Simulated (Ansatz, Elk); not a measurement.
**Bonding as seen by X-rays: Cs2SrSi2**

The structure of Cs2SrSi2 used here is made up (a known structure type with other elements) and was relaxed beforehand with PBEsol. The aim is the Fourier transform of its all-electron density, F(hkl), set beside the sum over free spherical atoms that refinements use.

Main program and level: Elk 11.2.3 (patched build); DFT, PBE, all-electron APW+lo, Dirac cores, scalar-relativistic bands, static density, no spin.

The structure was built from a prototype and need not be the compound's stable phase.

### 1. The starting structure

The structure is tetragonal, space group I4/mmm (No. 139). Conventional cell: a = 4.800 Å, b = 4.800 Å, c = 15.597 Å, α = 90.00°, β = 90.00°, γ = 90.00°. Nearest to Cs lie 4 Cs at 3.39 Å and 4 Si at 3.67 Å. Nearest to Sr lie 8 Si at 3.58 Å. Si has 1 Si at 2.25 Å and 4 Sr at 3.58 Å and 4 Cs at 3.67 Å nearest. Farther neighbours are not listed.

### 2. Ground state and structure factors

An all-electron density is needed, since X-rays see the cores too. Task 0 finds the density and task 195 Fourier-transforms it; tshift is off so that phases refer to the origin typed.

File elk.in:

```
tasks
  0
  195

xctype
  20

spinpol
  .false.

rgkmax
  7.0

gmaxvr
  14.0

lmaxo
  7

lmaxapw
  8

swidth
  0.002

tshift
  .false.

hmaxvr
  5.5

maxscl
  120

epspot
  1e-06

sppath
  './'

avec
  -4.53542837580 4.53542837580 14.73747551650
  4.53542837580 -4.53542837580 14.73747551650
  4.53542837580 4.53542837580 -14.73747551650

atoms
  3
  'Cs.in'
  2
  0.2500000000 0.7500000000 0.5000000000   0.000000 0.000000 0.000000
  0.7500000000 0.2500000000 0.5000000000   0.000000 0.000000 0.000000
  'Sr.in'
  1
  0.0000000000 0.0000000000 -0.0000000000   0.000000 0.000000 0.000000
  'Si.in'
  2
  0.5719756818 0.5719756818 0.0000000000   0.000000 0.000000 0.000000
  0.4280243182 0.4280243182 -0.0000000000   0.000000 0.000000 0.000000

ngridk
  7 7 7
```

On the command line:

```bash
$ OMP_NUM_THREADS=4 elk
```

Numbers of over 12 decimals in the logs are rounded to 6 here.

Log:

```text
┌─────────────────────────┐
│ Elk code version 11.2.3 │
└─────────────────────────┘

All units are atomic (Hartree, Bohr, etc.)

┌─────────────────────────────────────────────────┐
│ Ground-state run starting from atomic densities │
└─────────────────────────────────────────────────┘

Lattice vectors :
  -4.535428376       4.535428376       14.73747552
   4.535428376      -4.535428376       14.73747552
   4.535428376       4.535428376      -14.73747552

Reciprocal lattice vectors :
  0.5319294810E-17  0.6926782639      0.2131703391
  0.6926782639      0.5319294810E-17  0.2131703391
  0.6926782639      0.6926782639     -0.2013253366E-17

Unit cell volume      :    1212.606003
Brillouin zone volume :   0.2045596120

Muffin-tin inner radius fraction :   0.1000000000E-01

Nuclei treated as point charges

Species : 1 (Cs)
 parameters loaded from : Cs.in
 name : caesium
 nuclear charge    :   -55.00000000
 electronic charge :    55.00000000
 atomic mass :    242271.8146
 muffin-tin radius :    2.800000000
 number of radial points in muffin-tin :   1393
 inner part over the whole radius :   0.9975634425E-02
 number on inner part of muffin-tin    :    996
 approximate nuclear radius :   0.9115647269E-04
 number of mesh points to nuclear radius :    503
 atomic positions (lattice), magnetic fields (Cartesian) :
  1 :   0.25000000 -0.25000000  0.50000000    0.00000000  0.00000000  0.00000000
  2 :  -0.25000000  0.25000000  0.50000000    0.00000000  0.00000000  0.00000000

Species : 2 (Sr)
 parameters loaded from : Sr.in
 name : strontium
 nuclear charge    :   -38.00000000
 electronic charge :    38.00000000
 atomic mass :    159721.4892
 muffin-tin radius :    2.600000000
 number of radial points in muffin-tin :   1193
 inner part over the whole radius :   0.9909106339E-02
 number on inner part of muffin-tin    :    847
 approximate nuclear radius :   0.8067967193E-04
 number of mesh points to nuclear radius :    415
 atomic positions (lattice), magnetic fields (Cartesian) :
  1 :   0.00000000  0.00000000  0.00000000    0.00000000  0.00000000  0.00000000

Species : 3 (Si)
 parameters loaded from : Si.in
 name : silicon
 nuclear charge    :   -14.00000000
 electronic charge :    14.00000000
 atomic mass :    51196.73458
 muffin-tin radius :    2.096479697
 number of radial points in muffin-tin :    793
 inner part over the whole radius :   0.9854553242E-02
 number on inner part of muffin-tin    :    552
 approximate nuclear radius :   0.5963282101E-04
 number of mesh points to nuclear radius :    247
 atomic positions (lattice), magnetic fields (Cartesian) :
  1 :  -0.42802432 -0.42802432  0.00000000    0.00000000  0.00000000  0.00000000
  2 :   0.42802432  0.42802432  0.00000000    0.00000000  0.00000000  0.00000000

Total number of atoms per unit cell :    5
Total muffin-tin volume :    334.7220735
 ratio of muffin-tin to unit cell volume :   0.2760353097

Spin treatment :
 spin-unpolarised

Number of Bravais lattice symmetries :   16
Number of crystal symmetries         :   16
Crystal has inversion symmetry
Real symmetric eigensolver will be used

k-point grid :      7     7     7
k-point offset :    0.000000000       0.000000000       0.000000000
k-point set is reduced with full crystal symmetry group
Total number of k-points :       40

Muffin-tin radius times maximum |G+k| :    7.000000000
 using average radius
Maximum |G+k| for APW functions       :    2.824184191
Maximum (1/2)|G+k|²                   :    3.988008173
Maximum |G| for potential and density :    14.00000000
Constant for pseudocharge density :   10
 order of it for each species :   17  17  17
 order of it for pair densities of each species (exact exchange by exxq0 0: 18) :   13  11   5
Radial integration step length :    1

G-vector grid sizes :     72    72    72
Number of G-vectors :    56177

Maximum angular momentum used for
 APW functions            :    8
 outer part of muffin-tin :    7
 inner part of muffin-tin :    2

Total nuclear charge    :   -176.0000000
[...]
correlation                 :     -8.936425
 electron entropic           :    -0.13170403852243E-02
 total energy                :     -19342.241947200

Density of states at Fermi energy :    103.3301859
 (states/Hartree/unit cell)

Estimated indirect band gap :   0.6882096061E-03
 from k-point 31 to k-point 3
Estimated direct band gap   :   0.8078268534E-02
 at k-point 39

Charges :
 core                        :    120.0000000
 valence                     :    56.00000000
 interstitial                :    10.03201428
 muffin-tins (core leakage)
  species : 1 (Cs)
   atom 1                    :    52.95637609     (  0.1235321386E-04)
[...]
species : 2 (Sr)
[...]
species : 3 (Si)
[...]
total in muffin-tins        :    165.9679857
 total calculated charge     :    175.9953359
 total charge                :    176.0000000
 error                       :   0.4664112316E-02

RMS change in Kohn-Sham potential (target) :   0.3313734048     (  0.1000000000E-05)
Absolute change in total energy (target)   :   0.4209942706     (  0.1000000000E-03)

[... loops 3 to 14 left out ...]

┌──────────────────┐
│ Loop number : 15 │
└──────────────────┘

Energies :
 Fermi                       :     0.197586
 sum of occupied eigenvalues :     -11754.488805565
 electron kinetic            :      20447.879139183
 core electron kinetic       :      19913.516896271
 Coulomb                     :     -39255.885480788
 Coulomb potential           :     -31508.076134881
 nuclear-nuclear             :     -1561.2321195340
 electron-nuclear            :     -43903.174667287
 Hartree                     :      6208.5213060335
 Madelung                    :     -23501.847413347
 xc potential                :     -694.29180986681
 exchange                    :     -523.50181667731
 correlation                 :     -8.947897
 electron entropic           :    -0.11299850051283E-02
 total energy                :     -19340.457185143

Density of states at Fermi energy :    85.56728263
 (states/Hartree/unit cell)

Estimated indirect band gap :   0.6084316948E-03
 from k-point 6 to k-point 36
Estimated direct band gap   :   0.3558697600E-02
 at k-point 36

Charges :
 core                        :    120.0000000
 valence                     :    56.00000000
 interstitial                :    10.11371286
 muffin-tins (core leakage)
  species : 1 (Cs)
[...]
species : 2 (Sr)
[...]
species : 3 (Si)
[...]
total in muffin-tins        :    165.8862871
 total calculated charge     :    175.9953530
 total charge                :    176.0000000
 error                       :   0.4646989835E-02

RMS change in Kohn-Sham potential (target) :   0.3273263239E-06 (  0.1000000000E-05)
Absolute change in total energy (target)   :   0.3707746146E-04 (  0.1000000000E-03)

Convergence targets achieved

┌──────────────────┐
│ Loop number : 16 │
└──────────────────┘

Energies :
 Fermi                       :     0.197586
 sum of occupied eigenvalues :     -11754.488834216
 electron kinetic            :      20447.879120905
 core electron kinetic       :      19913.516884576
 Coulomb                     :     -39255.885482991
 Coulomb potential           :     -31508.076142728
 nuclear-nuclear             :     -1561.2321195340
 electron-nuclear            :     -43903.174665135
 Hartree                     :      6208.5213016779
 Madelung                    :     -23501.847411627
 xc potential                :     -694.29181239246
 exchange                    :     -523.50181682523
 correlation                 :     -8.947897
 electron entropic           :    -0.11299865994840E-02
 total energy                :     -19340.457205758

Density of states at Fermi energy :    85.56742551
 (states/Hartree/unit cell)

Estimated indirect band gap :   0.6084991467E-03
 from k-point 6 to k-point 36
Estimated direct band gap   :   0.3558762054E-02
 at k-point 36

Charges :
 core                        :    120.0000000
 valence                     :    56.00000000
 interstitial                :    10.11371286
 muffin-tins (core leakage)
  species : 1 (Cs)
[...]
species : 2 (Sr)
   atom 1                    :    35.88060868     (  0.2812699144E-04)
  species : 3 (Si)
   atom 1                    :    11.88417476     (  0.2240088664E-02)
   atom 2                    :    11.88417476     (  0.2240088664E-02)
 total in muffin-tins        :    165.8862871
 total calculated charge     :    175.9953530
 total charge                :    176.0000000
 error                       :   0.4646989386E-02

┌──────────────────────────────┐
│ Self-consistent loop stopped │
└──────────────────────────────┘

Warning : core states of species 3 leak from the muffin-tin :   0.2240088664E-02

Wrote STATE.OUT
```

It took 72 s on 4 threads of Arm Neoverse V1, shared host; peak memory 0.36 GiB.

SFACRHO.OUT:

```text

h k l indices transformed by vhmat matrix:
   1.000000000       0.000000000       0.000000000    
   0.000000000       1.000000000       0.000000000    
   0.000000000       0.000000000       1.000000000    

      h      k      l  multipl.   |H|            Re(F)            Im(F)           |F|

      0      0      0      1   0.0000000       176.00000      0.49533689E-15   176.00000    
     -1     -1      1      2  0.42634068      -53.015734     -0.30501273E-13   53.015734    
      0     -1      1      8  0.72473773       12.223620      -0.0000000       12.223620    
      2      2     -2      2  0.85268136       125.21890     -0.58899011E-13   125.21890    
     -1     -2      1      8  0.94274998       27.989803      -0.0000000       27.989803    
     -1      1      0      4  0.97959500      -40.685434      0.19491632E-16   40.685434    
      2      0     -1      8   1.0683505       137.89812     -0.19983593E-13   137.89812    
     -3     -2      3      8   1.2711581       42.867908      -0.0000000       42.867908    
     -3     -3      3      2   1.2790220      -76.112283      0.29449505E-13   76.112283    
     -2     -2      3      8   1.2987193      -62.723533     -0.12200509E-12   62.723533    
     -1      1      1      4   1.3853565       135.29117      0.27665324E-13   135.29117    
      0      2      0      8   1.4494755      -44.686383     -0.18931825E-13   44.686383    
      0     -1     -1     16   1.5634761       12.216528      -0.0000000       12.216528    
     -3     -3      4      8   1.6110567       94.572695     -0.37337766E-13   94.572695    
     -1     -3      3      8   1.6267385       106.05235      0.43122490E-13   106.05235    
      3      4     -4      8   1.6451265       45.437346     -0.32867752E-16   45.437346    
     -1     -2      0     16   1.6757059       24.077781      -0.0000000       24.077781    
     -4     -4      4      2   1.7053627       93.164864      0.10254738E-12   93.164864
```

Elk indexes on the primitive cell of elk.in and gives |H| = 4π sin θ/λ in inverse bohr. Below, one row stands for each form hkl of the conventional cell (m members, Friedel mates merged), F is for one primitive cell and the density is static (no thermal factor). Free-atom factors are Waasmaier and Kirfel's, and R is Σm||F|−|F'||/Σm|F|.

| hkl | m | sin θ/λ (Å⁻¹) | abs F, DFT | neutral atoms | diff. |
| --- | --- | --- | --- | --- | --- |
| 002 | 2 | 0.064 | 53.016 | 53.142 | -0.126 |
| 101 | 8 | 0.109 | 12.224 | 12.655 | -0.432 |
| 004 | 2 | 0.128 | 125.219 | 125.308 | -0.089 |
| 103 | 8 | 0.142 | 27.990 | 27.860 | +0.130 |
| 110 | 4 | 0.147 | 40.685 | 41.009 | -0.323 |
| 112 | 8 | 0.161 | 137.898 | 137.826 | +0.072 |
| 105 | 8 | 0.191 | 42.868 | 42.922 | -0.054 |
| 006 | 2 | 0.192 | 76.112 | 76.351 | -0.239 |
| 114 | 8 | 0.195 | 62.724 | 62.815 | -0.091 |
| 200 | 4 | 0.208 | 135.291 | 135.361 | -0.070 |
| 202 | 8 | 0.218 | 44.686 | 44.618 | +0.068 |
| 211 | 16 | 0.235 | 12.216 | 12.169 | +0.047 |
| 116 | 8 | 0.242 | 94.573 | 94.221 | +0.352 |
| 204 | 8 | 0.245 | 106.052 | 105.940 | +0.112 |

### 3. Outcome

* R against neutral atoms, sin θ/λ < 0.3 Å⁻¹: 0.25 %
* R against neutral atoms, 0.3 to 0.64 Å⁻¹: 0.12 %

**Reading.** Independent neutral atoms miss the calculated amplitudes by R = 0.25 % below 0.3 Å⁻¹ and 0.12 % from there to 0.64 Å⁻¹; by shells, 0.74 % below 0.15 Å⁻¹ (5 forms), 0.19 % 0.15 to 0.3 (16 forms), 0.08 % 0.3 to 0.45 (40 forms), 0.13 % above 0.45 (88 forms). Bonding, aspherical density and the tables' own atoms all enter these figures, and the runs don't part them. The largest change of an amplitude is +0.51 electrons, at 008. The basis has no finished test. The k-mesh has no finished test. Part of the difference isn't bonding: the tables are fits to free atoms and ions calculated by other methods than this functional. Thermal motion, anomalous dispersion and extinction are left out.

[Logs are printed without paths, hosts, clocks, repeated set-up lines and the standing remarks that a program may print on its own settings, such as how far it seeks lower states.]

[Hosts, paths, dates, database ids (printed as entryN), source tags and the programs' standing remarks are cut or masked in the printed files.]
